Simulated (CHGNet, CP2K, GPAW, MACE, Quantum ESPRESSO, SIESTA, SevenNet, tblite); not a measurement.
## H-capped Ge nanowire along [001] with a Si core (65 atoms) in GPAW

How do the settings of GPAW change the result for H-capped Ge nanowire along [001] with a Si core (65 atoms)? A plane-wave run serves as the yardstick.

Program: GPAW 26.7.0. Level of theory: the method is named at each step. Results are calculated unless marked as measured.

## 1. The structure

The cell holds 65 atoms: 28 Ge, 9 Si and 28 H. Its edges and angles: a = 26.501 Å, b = 26.501 Å, c = 5.658 Å, α = 90.0°, β = 90.0°, γ = 90.0°. It derives from Ge (diamond-structure). Round section of size parameter 6.53 Å cut from diamond-structure Ge (a = 5.658 Å) along [001], 1 period, broken bonds capped with H, 12 Å of vacuum, Si core of radius 3.59 Å. Then every atom was moved at random, 0.02 Å r.m.s. a Cartesian component (hydrogen 0.6 of that). Regions: wire, 37 atoms (28 Ge and 9 Si); hydrogen, 28 atoms (28 H). Vacuum lies along a and b. The structure's axis is c.

The yardstick, on the same geometry:

| Item | Value |
| --- | --- |
| method | Kohn-Sham DFT, PBE, SSSP efficiency 1.3.0 pseudopotentials, plane waves (Quantum ESPRESSO 7.5); sssp-pbe-1.3.0-efficiency, cutoffs 60/480 Ry, Γ point |
| r.m.s. force component | 0.5593 eV/Å |
| longest force | 2.154 eV/Å |
| gap (highest filled to lowest empty level) | 2.054 eV |
| time | 43 min on 1 thread of Arm Neoverse V2, shared host |
| CPU time | 43 min |

## 2. PBE, LCAO dzp, h 0.2 Å

Method: Kohn-Sham DFT, PBE, PAW, atomic orbitals (dzp).

The input, run.py:

```python
import numpy as np
from ase.io import read
from gpaw import GPAW, FermiDirac

atoms = read("structure.xyz")
atoms.calc = GPAW(
    mode="lcao",
    basis="dzp",
    h=0.2,
    xc="PBE",
    kpts={"size": (1, 1, 1), "gamma": True},
    occupations=FermiDirac(0.05),
    maxiter=200,
    symmetry={"point_group": False},
    txt="gpaw.txt",
)
energy = atoms.get_potential_energy(force_consistent=True)
forces = atoms.get_forces()
print(f"energy {energy:.6f} eV")
print("forces (eV/A)")
for i, (a, f) in enumerate(zip(atoms, forces)):
    print(f"{i:4d} {a.symbol:2s} {f[0]:10.5f} {f[1]:10.5f} {f[2]:10.5f}")
print(f"Fermi level {atoms.calc.get_fermi_level():.4f} eV")
for k in range(len(atoms.calc.get_ibz_k_points())):
    for s in range(atoms.calc.get_number_of_spins()):
        e = atoms.calc.get_eigenvalues(kpt=k, spin=s)
        n = np.searchsorted(e, atoms.calc.get_fermi_level())
        print(f"k {k} spin {s} levels about the Fermi level:", np.round(e[max(n - 6, 0):n], 4).tolist(), "|", np.round(e[n:n + 6], 4).tolist())
```

The input, structure.xyz:

```xyz
65
Lattice="26.50091 0.00000 0.00000 0.00000 26.50091 0.00000 0.00000 0.00000 5.65800" Properties=species:S:1:pos:R:3 pbc="T T T"
Ge 9.29387 9.25544 1.43498
Ge 9.22285 11.25282 2.85010
Ge 7.24164 11.24275 4.27671
Ge 7.26496 13.23826 0.00136
Ge 9.26763 13.25523 1.38219
Ge 9.24246 15.23882 2.83754
Ge 7.26973 15.22822 4.21889
Ge 9.26498 17.26932 1.39413
Ge 13.18950 7.23899 2.80422
Ge 11.21307 7.22812 4.28073
Ge 11.27587 9.19158 0.02801
Ge 13.23323 9.26207 1.42898
Si 13.21070 11.25494 2.79166
Si 11.28541 11.24460 4.24537
Si 11.27826 13.25708 0.00464
Si 13.22210 13.24621 1.42989
Si 13.25761 15.26929 2.82408
Si 11.22685 15.27009 4.24786
Ge 11.26819 17.26932 5.63531
Ge 13.26848 17.26243 1.44483
Ge 13.25337 19.29001 2.82985
Ge 11.26633 19.32897 4.25951
Ge 15.18052 7.23899 4.23235
Ge 15.23140 9.27373 0.04232
Ge 17.29555 9.25120 1.41331
Ge 17.24891 11.21625 2.80790
Si 15.28095 11.27110 4.19829
Si 15.28970 13.23641 5.65279
Ge 17.27250 13.29683 1.46186
Ge 17.26269 15.22636 2.80478
Si 15.23696 15.26161 4.22008
Ge 15.30507 17.26799 0.00543
Ge 17.32391 17.30536 1.37721
Ge 15.20463 19.24178 4.27784
Ge 19.29107 11.21651 4.19337
Ge 19.23489 13.22819 0.04662
Ge 19.27862 15.19986 4.23597
H 7.97783 9.25067 0.54294
H 9.20483 7.98684 2.25986
H 7.22971 10.00462 5.10623
H 5.97834 11.23321 3.35587
H 5.99292 13.24886 0.86601
H 6.01915 15.22212 3.38309
H 7.22335 16.48754 5.17283
H 8.01202 17.24229 0.57355
H 9.21437 18.52652 2.28696
H 13.27987 5.94972 1.92049
H 10.00939 7.23952 3.34139
H 11.22552 6.00564 5.11500
H 13.26132 20.47381 1.97679
H 9.98899 19.25238 3.33533
H 11.23718 20.51488 5.14522
H 16.47138 7.23687 3.35633
H 15.21682 6.02286 5.11868
H 18.46239 9.21993 0.52031
H 17.23407 7.99718 2.34360
[... 5 atom lines left out ...]
H 20.50481 11.25308 3.37652
H 20.50746 13.26079 0.84678
H 20.48414 15.25790 3.35316
H 19.28180 16.49973 5.14029
```

Started as:

```
$ OMP_NUM_THREADS=1 python run.py > output.txt
```

Log:

```text
energy -252.859651 eV
forces (eV/A)
   0 Ge   -0.50363    0.68121   -0.55748
   1 Ge    0.74927    0.13984    0.29956
   2 Ge   -0.12885    1.10367   -1.01657
   3 Ge    0.37342    0.19201   -0.38689
   4 Ge    0.26783   -0.18547    0.09734
   5 Ge    0.59953    0.28823   -0.16631
   6 Ge    0.40823   -0.08235    0.84578
   7 Ge    0.99845   -0.59546    0.64481
   8 Ge    0.12488    0.16057    0.40298
   9 Ge    0.79025    0.91234   -0.74656
  10 Ge   -0.19997    0.99185   -0.71403
  11 Ge    0.15661    0.05069    0.37078
  12 Si    0.41805    0.40599    0.69050
  13 Si   -0.16074    0.11470    0.20246
  14 Si    0.19000   -0.00551   -0.47506
  15 Si    0.49468    0.20643   -0.29167
  16 Si   -0.30560   -0.52187    0.42114
  17 Si    0.63729   -0.48494   -0.10037
  18 Ge    0.08613   -0.05954   -0.15987
  19 Ge    0.06698   -0.15350   -0.09226
  20 Ge   -0.15259   -1.81920    1.27869
  21 Ge    0.03882   -1.53370   -0.86984
  22 Ge   -0.22790    1.08803   -0.07449
  23 Ge    0.36636    0.18035   -0.89941
[...]
57 H     0.14446    0.71612    0.42041
  58 H    -0.24375    0.14243    0.39084
  59 H    -0.04296    1.14461    0.79784
  60 H     0.24971   -0.29808   -0.14015
  61 H     1.70475    0.04750   -1.14128
  62 H     1.07175   -0.00982    0.75324
  63 H     1.14431   -0.08273   -0.78180
  64 H     0.15747   -0.22304   -0.42352
Fermi level -1.6504 eV
k 0 spin 0 levels about the Fermi level: [-3.5309, -3.4607, -2.9997, -2.9824, -2.8849, -2.7222] | [-0.5641, -0.4899, -0.4589, -0.4038, -0.2912, -0.2221]
```

gpaw.txt:

```text
Input parameters:
  mode=LCAO(),
  basis={'default': 'dzp'},
  h=0.2,
  kpts=MonkhorstPack(size=(1, 1, 1), gamma=True),
  maxiter=200,
  occupations=Occupations(name='fermi-dirac', width=0.05, fixmagmom=False),
  symmetry=Symmetry(point_group=False),
  xc=XC(name='PBE')
Unit cell  # Å
| periodic |         x |         y |        z |   lengths |    angles |
|----------|-----------|-----------|----------|-----------|-----------|
|      yes | 26.500910 |  0.000000 | 0.000000 | 26.500910 | 90.000000 |
|      yes |  0.000000 | 26.500910 | 0.000000 | 26.500910 | 90.000000 |
|      yes |  0.000000 |  0.000000 | 5.658000 |  5.658000 | 90.000000 |
Number of symmetries: 1
Symmetry operations  # r_c * U_cc + t_c -> r_c
|   | kind |            matrix            |
|---|------|------------------------------|
| 0 |  E   |  1, 0, 0,  0, 1, 0,  0, 0, 1 |
BZ-sampling:
  Number of BZ points: 1
  Number of IBZ points: 1
  Monkhorst-Pack size: [1, 1, 1]
  Monkhorst-Pack shift: [0, 0, 0]
[... lines left out ...]
density mixing:
  MSR1-Mixer
occupation numbers:
  Fermi-Dirac:
    width: 0.0500  # eV
FastPoissonSolver using
    Stencil: 6*3+1=19 point O(h^6) finite-difference Laplacian
xc functional:
  name: PBE with 2 nearest neighbor stencil
interpolation: tri-quintic # 5. degree polynomial
Initialization done in: 9.898 s
convergence criteria:
- Maximum [total energy] change in last 3 cyles: 0.0005 eV / valence electron
- Maximum integral of absolute [dens]ity change: 0.0001 electrons / valence electron
- Maximum integral of absolute [eigenst]ate change: 4e-08 eV^2 / valence electron
maximum number of iterations: 200
SCF iterations
|iter     |      energy | eigst |  dens |
|---------|-------------|-------|-------|
|iter:   1| -257.595936 |      c|       |
|iter:   2| -256.858150 |      c| -0.81 |
|iter:   3| -254.886055 |      c| -0.84 |
|iter:   4| -260.397477 |      c| -1.32 |
|iter:   5| -252.871938 |      c| -1.15 |
|iter:   6| -252.861558 |      c| -2.03 |
|iter:   7| -252.860782c|      c| -2.35 |
|iter:   8| -252.860211c|      c| -2.96 |
|iter:   9| -252.859671c|      c| -3.22 |
|iter:  10| -252.859657c|      c| -3.64 |
|iter:  11| -252.859651c|      c| -4.07c|
Converged in 11 steps
SCF loop duration: 57.776 s (5.252 s/step)
Energy contributions relative to reference atoms: (reference = -1670060.682665)
Energy contributions:
  Kinetic:         577.574923
  Coulomb:        -544.329131
  Zero:              0.129337
  External:          0.000000
  Xc:             -286.234781
  Entropy:          -0.000000
  Spinorbit:         0.000000
  ----------------------------
  Free energy:    -252.859651
  Extrapolated:   -252.859651
dipole moment: (0.075300, 0.044418, -66.900038)  # |e|*Ang
Fermi level: -1.650
Eigenvalues  # (at kpt = [0.000, 0.000, 0.000])
| band index |      eig [eV] | occ [0-2] |
|------------|---------------|-----------|
|          0 |       -13.850 |     2.000 |
|        ... |               |           |
|         80 |        -3.597 |     2.000 |
|         81 |        -3.537 |     2.000 |
[...]
|         95 |         0.068 |     0.000 |
|        ... |               |           |
|        109 |         1.005 |     0.000 |
Gap: 2.158 eV
Transition (v -> c):
  (s=0, k=0, n=87, [0.00, 0.00, 0.00]) -> (s=0, k=0, n=88, [0.00, 0.00, 0.00])
No difference between direct/indirect transitions
Force computation time: 8.950  # s
timing:  # [seconds]
  Total:  76.648  # ━━━━━━━━━━━━━━━━━━━━━━━━━━━━━━━━━━━━━━━━━━━━━━━━━━━━━━━━━
  Init:    9.898  # ━━━━━━━╸
  SCF:    57.776  # ━━━━━━━━━━━━━━━━━━━━━━━━━━━━━━━━━━━━━━━━━━━
  Forces:  8.950  # ━━━━━━╸
```

Wall time 78 s (1 thread of Arm Neoverse V2, shared host); peak memory 1.8 GiB.

Banners, paths, timers and routine set-up lines are dropped from the logs unmarked, and long logs keep their key lines alone; longer cuts are marked.

Compared with the plane-wave run:

```yaml
r_m_s_force_component: 0.6814 eV/Å
r_m_s_difference_of_force_components: 176.8 meV/Å
longest_difference_of_force_vectors: 566.5 meV/Å
force_difference_over_r_m_s_force: 31.61 %
slope_of_forces_against_the_reference_s: 1.192
correlation_of_force_components: 0.9786
spacing_of_highest_filled_and_lowest_empty_level: 2.158 eV
gap_difference: 0.1045 eV
```

This run lies far from the reference in forces at the same functional. Basis and potentials both differ; the latter hold 176 valence electrons against the reference's 456.

Length of the force difference by element (eV/Å):

| element | atoms | mean | most |
| --- | --- | --- | --- |
| Ge | 28 | 0.18 | 0.37 |
| H | 28 | 0.40 | 0.57 |
| Si | 9 | 0.050 | 0.073 |

Levels nearest the highest filled one (eV from it): -0.81, -0.74, -0.28, -0.26, -0.16, 0.00, 2.16, 2.23, 2.26, 2.32, 2.43, 2.50.

A closer look about Si16, picked at random: 9 atoms, nearest first, numbered in the order of the input, with positions taken from that point.

| atom | x | y | z | distance (Å) | bonds | Fx | Fy | Fz (eV/Å) |
| --- | --- | --- | --- | --- | --- | --- | --- | --- |
| Si16 | 0.00 | 0.00 | 0.00 | 0.00 | 4 | 0.49 | 0.21 | -0.29 |
| Si15 | -1.94 | 0.01 | -1.43 | 2.41 | 4 | 0.19 | -0.01 | -0.48 |
| Si13 | -0.01 | -1.99 | 1.36 | 2.41 | 4 | 0.42 | 0.41 | 0.69 |
| Si17 | 0.04 | 2.02 | 1.39 | 2.46 | 4 | -0.31 | -0.52 | 0.42 |
| Si28 | 2.07 | -0.01 | -1.44 | 2.52 | 4 | -0.59 | 0.28 | -0.22 |
| Ge5 | -3.95 | 0.01 | -0.05 | 3.95 | 4 | 0.27 | -0.19 | 0.10 |
| Si14 | -1.94 | -2.00 | 2.82 | 3.96 | 4 | -0.16 | 0.11 | 0.20 |
| Si27 | 2.06 | -1.98 | 2.77 | 3.98 | 4 | -0.80 | -0.04 | 0.40 |
| Si14 | -1.94 | -2.00 | -2.84 | 3.98 | 4 | -0.16 | 0.11 | 0.20 |

Atoms are counted from 1 here, from 0 in the log.

Forces lie 32 % from the reference's, at 0.030 times its CPU time.

## 3. PBE, LCAO sz(dzp), h 0.2 Å

Method: Kohn-Sham DFT, PBE, PAW, atomic orbitals (sz(dzp)).

run.py, as its differences from that of step 2:

```diff
@@ -7,3 +7,3 @@
     mode="lcao",
-    basis="dzp",
+    basis="sz(dzp)",
     h=0.2,
```

structure.xyz is that of step 2.

Log:

```text
energy -223.569823 eV
forces (eV/A)
   0 Ge    0.13322    1.51747   -0.67888
   1 Ge    0.80969    0.29462    0.18766
   2 Ge    0.72741    1.88612   -1.04118
   3 Ge    1.38293    0.24772   -0.82247
   4 Ge    0.24152   -0.20940    0.33148
   5 Ge    0.62994    0.20667   -0.43676
   6 Ge    1.49720   -0.59665    1.10303
   7 Ge    1.90134   -1.34121    0.73587
   8 Ge   -0.01733    1.08039    0.78081
   9 Ge    1.43092    2.05418   -0.95654
  10 Ge   -0.10556    1.13292   -0.66750
  11 Ge    0.20302   -0.01575    0.23847
  12 Si    0.57227    0.25675    0.67431
  13 Si   -0.38390   -0.07035    0.32188
  14 Si    0.02727   -0.00836   -0.48289
  15 Si    0.70303    0.31177   -0.35279
  16 Si   -0.42288   -0.47393    0.32510
  17 Si    0.60059   -0.43813   -0.12810
  18 Ge    0.26442    0.01616   -0.02006
  19 Ge    0.08301   -0.06062   -0.35799
  20 Ge   -0.17360   -3.08425    1.90637
  21 Ge    0.57796   -2.63083   -1.19778
  22 Ge   -0.86107    2.24638   -0.26466
  23 Ge    0.30355    0.15094   -0.86887
[...]
57 H     0.03186    1.73139    1.15468
  58 H     0.56708    0.13189   -0.22543
  59 H    -0.05047    2.43732    1.74931
  60 H     0.17954   -1.20238    0.62070
  61 H     3.16948    0.14027   -2.16019
  62 H     2.36333    0.03007    1.58470
  63 H     2.43571   -0.05457   -1.77768
  64 H     0.12032    0.63312    0.19657
Fermi level -3.2296 eV
k 0 spin 0 levels about the Fermi level: [-5.2678, -5.178, -4.7094, -4.6857, -4.6415, -4.4359] | [-2.046, -1.4028, -1.3108, -1.2988, -1.266, -1.1834]
```

gpaw.txt:

```text
Input parameters:
  mode=LCAO(),
  basis={'default': 'sz(dzp)'},
  h=0.2,
  kpts=MonkhorstPack(size=(1, 1, 1), gamma=True),
  maxiter=200,
  occupations=Occupations(name='fermi-dirac', width=0.05, fixmagmom=False),
  symmetry=Symmetry(point_group=False),
  xc=XC(name='PBE')
Unit cell  # Å
| periodic |         x |         y |        z |   lengths |    angles |
[... lines left out ...]
  Fermi-Dirac:
[... lines left out ...]
convergence criteria:
- Maximum [total energy] change in last 3 cyles: 0.0005 eV / valence electron
[... lines left out ...]
Converged in 10 steps
[... lines left out ...]
  Free energy:    -223.569823
  Extrapolated:   -223.569823
dipole moment: (0.018346, 0.009380, -65.501556)  # |e|*Ang
Fermi level: -3.230
Eigenvalues  # (at kpt = [0.000, 0.000, 0.000])
| band index |      eig [eV] | occ [0-2] |
|------------|---------------|-----------|
|          0 |       -15.758 |     2.000 |
|        ... |               |           |
|         80 |        -5.345 |     2.000 |
|         81 |        -5.269 |     2.000 |
[...]
|         95 |        -0.932 |     0.000 |
|        ... |               |           |
|        109 |         0.007 |     0.000 |
Gap: 2.390 eV
Transition (v -> c):
  (s=0, k=0, n=87, [0.00, 0.00, 0.00]) -> (s=0, k=0, n=88, [0.00, 0.00, 0.00])
No difference between direct/indirect transitions
Force computation time: 2.109  # s
timing:  # [seconds]
  Total:  34.238  # ━━━━━━━━━━━━━━━━━━━━━━━━━━━━━━━━━━━━━━━━━━━━━━━━━━━━━━━━━
  Init:    9.208  # ━━━━━━━━━━━━━━━╸
  SCF:    22.896  # ━━━━━━━━━━━━━━━━━━━━━━━━━━━━━━━━━━━━━━
  Forces:  2.109  # ━━━╸
```

It took 38 s on 1 thread; peak memory 1.5 GiB.

Compared with the plane-wave run:

| Item | Value |
| --- | --- |
| r.m.s. force component | 1.214 eV/Å |
| r.m.s. difference of force components | 806.7 meV/Å |
| longest difference of force vectors | 2314 meV/Å |
| force difference over r.m.s. force | 144.2 % |
| slope of forces against the reference's | 1.814 |
| correlation of force components | 0.8361 |
| gap (highest filled to lowest empty level) | 2.39 eV |
| gap difference | 0.3363 eV |

This is a coarse setting, run to see what it loses.

Against the first run (32 %), the force difference from the reference is 144 %, at 0.46 times the CPU time, with 176 basis functions against 621: the smaller basis costs accuracy.

## 4. PBE, LCAO szp(dzp), h 0.2 Å

Method: Kohn-Sham DFT, PBE, PAW, atomic orbitals (szp(dzp)).

run.py, as its differences from that of step 3:

```diff
@@ -7,3 +7,3 @@
     mode="lcao",
-    basis="sz(dzp)",
+    basis="szp(dzp)",
     h=0.2,
```

structure.xyz is that of step 3.

Log:

```text
energy -235.942714 eV
forces (eV/A)
   0 Ge   -0.24109    0.99284   -0.58129
   1 Ge    0.90265    0.25087    0.32196
   2 Ge    0.20956    1.30446   -0.97872
   3 Ge    0.79098    0.22915   -0.47887
   4 Ge    0.39717   -0.20537    0.12537
   5 Ge    0.75181    0.23689   -0.23483
[...]
62 H     1.68818    0.01400    1.17466
  63 H     1.75022   -0.08629   -1.28026
  64 H     0.21332    0.14482   -0.21759
Fermi level -2.8321 eV
k 0 spin 0 levels about the Fermi level: [-4.7937, -4.7209, -4.2969, -4.2762, -4.194, -4.0244] | [-1.5555, -1.528, -1.4607, -1.4203, -1.3981, -1.0673]
```

gpaw.txt:

```text
Input parameters:
  mode=LCAO(),
  basis={'default': 'szp(dzp)'},
  h=0.2,
  kpts=MonkhorstPack(size=(1, 1, 1), gamma=True),
  maxiter=200,
  occupations=Occupations(name='fermi-dirac', width=0.05, fixmagmom=False),
[... lines left out ...]
  Fermi-Dirac:
[... lines left out ...]
convergence criteria:
- Maximum [total energy] change in last 3 cyles: 0.0005 eV / valence electron
[... lines left out ...]
Converged in 11 steps
[... lines left out ...]
  Free energy:    -235.942714
[... lines left out ...]
Fermi level: -2.832
[... lines left out ...]
|        ... |               |           |
|        109 |         0.002 |     0.000 |
Gap: 2.469 eV
Transition (v -> c):
  (s=0, k=0, n=87, [0.00, 0.00, 0.00]) -> (s=0, k=0, n=88, [0.00, 0.00, 0.00])
No difference between direct/indirect transitions
Force computation time: 7.216  # s
timing:  # [seconds]
  Total:  66.733  # ━━━━━━━━━━━━━━━━━━━━━━━━━━━━━━━━━━━━━━━━━━━━━━━━━━━━━━━━━
  Init:    9.539  # ━━━━━━━━
  SCF:    49.951  # ━━━━━━━━━━━━━━━━━━━━━━━━━━━━━━━━━━━━━━━━━━╸
  Forces:  7.216  # ━━━━━━
```

Run time: 68 s. Hardware: 1 thread; peak memory 1.7 GiB.

Compared with the plane-wave run:

- r.m.s. force component: 0.8946 eV/Å
- r.m.s. difference of force components: 441.5 meV/Å
- longest difference of force vectors: 1363 meV/Å
- force difference over r.m.s. force: 78.93 %
- slope of forces against the reference's: 1.468
- correlation of force components: 0.9176
- gap (highest filled to lowest empty level): 2.469 eV
- gap difference: 0.4153 eV

This is a coarse setting, run to see what it loses.

Against the first run (32 %), the force difference from the reference is 79 %, at 0.87 times the CPU time, with 445 basis functions against 621: the smaller basis costs accuracy.

## 5. PBE, LCAO dzp, h 0.15 Å

Method: Kohn-Sham DFT, PBE, PAW, atomic orbitals (dzp).

run.py, as its differences from that of step 4:

```diff
@@ -7,4 +7,4 @@
     mode="lcao",
-    basis="szp(dzp)",
-    h=0.2,
+    basis="dzp",
+    h=0.15,
     xc="PBE",
```

structure.xyz is that of step 4.

Log:

```text
energy -253.625595 eV
forces (eV/A)
   0 Ge   -0.49977    0.67474   -0.57390
   1 Ge    0.75783    0.13232    0.28001
   2 Ge   -0.11541    1.10024   -1.03760
   3 Ge    0.37983    0.17573   -0.38690
   4 Ge    0.26019   -0.18827    0.11352
   5 Ge    0.60054    0.30943   -0.17061
[...]
62 H     1.05957   -0.00868    0.74569
  63 H     1.13873   -0.08786   -0.78740
  64 H     0.15440   -0.23432   -0.41638
Fermi level -1.6511 eV
k 0 spin 0 levels about the Fermi level: [-3.5315, -3.4613, -3.0003, -2.983, -2.8853, -2.7228] | [-0.5649, -0.4908, -0.4596, -0.4046, -0.2924, -0.2229]
```

gpaw.txt:

```text
Input parameters:
  mode=LCAO(),
  basis={'default': 'dzp'},
  h=0.15,
  kpts=MonkhorstPack(size=(1, 1, 1), gamma=True),
  maxiter=200,
  occupations=Occupations(name='fermi-dirac', width=0.05, fixmagmom=False),
[... lines left out ...]
  Fermi-Dirac:
[... lines left out ...]
convergence criteria:
- Maximum [total energy] change in last 3 cyles: 0.0005 eV / valence electron
[... lines left out ...]
Converged in 11 steps
[... lines left out ...]
  Free energy:    -253.625595
[... lines left out ...]
Fermi level: -1.651
[... lines left out ...]
|        ... |               |           |
|        109 |         1.005 |     0.000 |
Gap: 2.158 eV
Transition (v -> c):
  (s=0, k=0, n=87, [0.00, 0.00, 0.00]) -> (s=0, k=0, n=88, [0.00, 0.00, 0.00])
No difference between direct/indirect transitions
Force computation time: 18.746  # s
timing:  # [seconds]
  Total:  156.054  # ━━━━━━━━━━━━━━━━━━━━━━━━━━━━━━━━━━━━━━━━━━━━━━━━━━━━━━━━
  Init:    18.685  # ━━━━━━╸
  SCF:    118.589  # ━━━━━━━━━━━━━━━━━━━━━━━━━━━━━━━━━━━━━━━━━━╸
  Forces:  18.747  # ━━━━━━╸
```

Wall time 2.6 min (1 thread); peak memory 3.7 GiB.

Against the reference:

| Quantity | Value |
| --- | --- |
| r.m.s. force component | 0.683 eV/Å |
| r.m.s. difference of force components | 176.8 meV/Å |
| longest difference of force vectors | 562.7 meV/Å |
| force difference over r.m.s. force | 31.62 % |
| slope of forces against the reference's | 1.196 |
| correlation of force components | 0.9791 |
| gap (highest filled to lowest empty level) | 2.158 eV |
| gap difference | 0.1043 eV |
| energy less the same-level run's | -11.78 meV/atom |
| r.m.s. force difference from the same-level run | 8.985 meV/Å |

This run lies far from the reference in forces at the same functional. Basis and potentials both differ; the latter hold 176 valence electrons against the reference's 456.

Against the first run (32 %), the force difference from the reference is 32 %, at 2.0 times the CPU time: the change moves forces by 9.0 meV/Å r.m.s., so most of the difference comes from elsewhere.

[end of part 1 of 2]

[Also dropped from logs without a mark: logging warnings of Python, and SIESTA's first energy breakdown and zero terms.]

[Logs are printed without paths, hosts, clocks, repeated set-up lines and the standing remarks that a program may print on its own settings, such as how far it seeks lower states.]

[Hosts, paths, dates, database ids (printed as entryN), source tags and the programs' standing remarks are cut or masked in the printed files.]
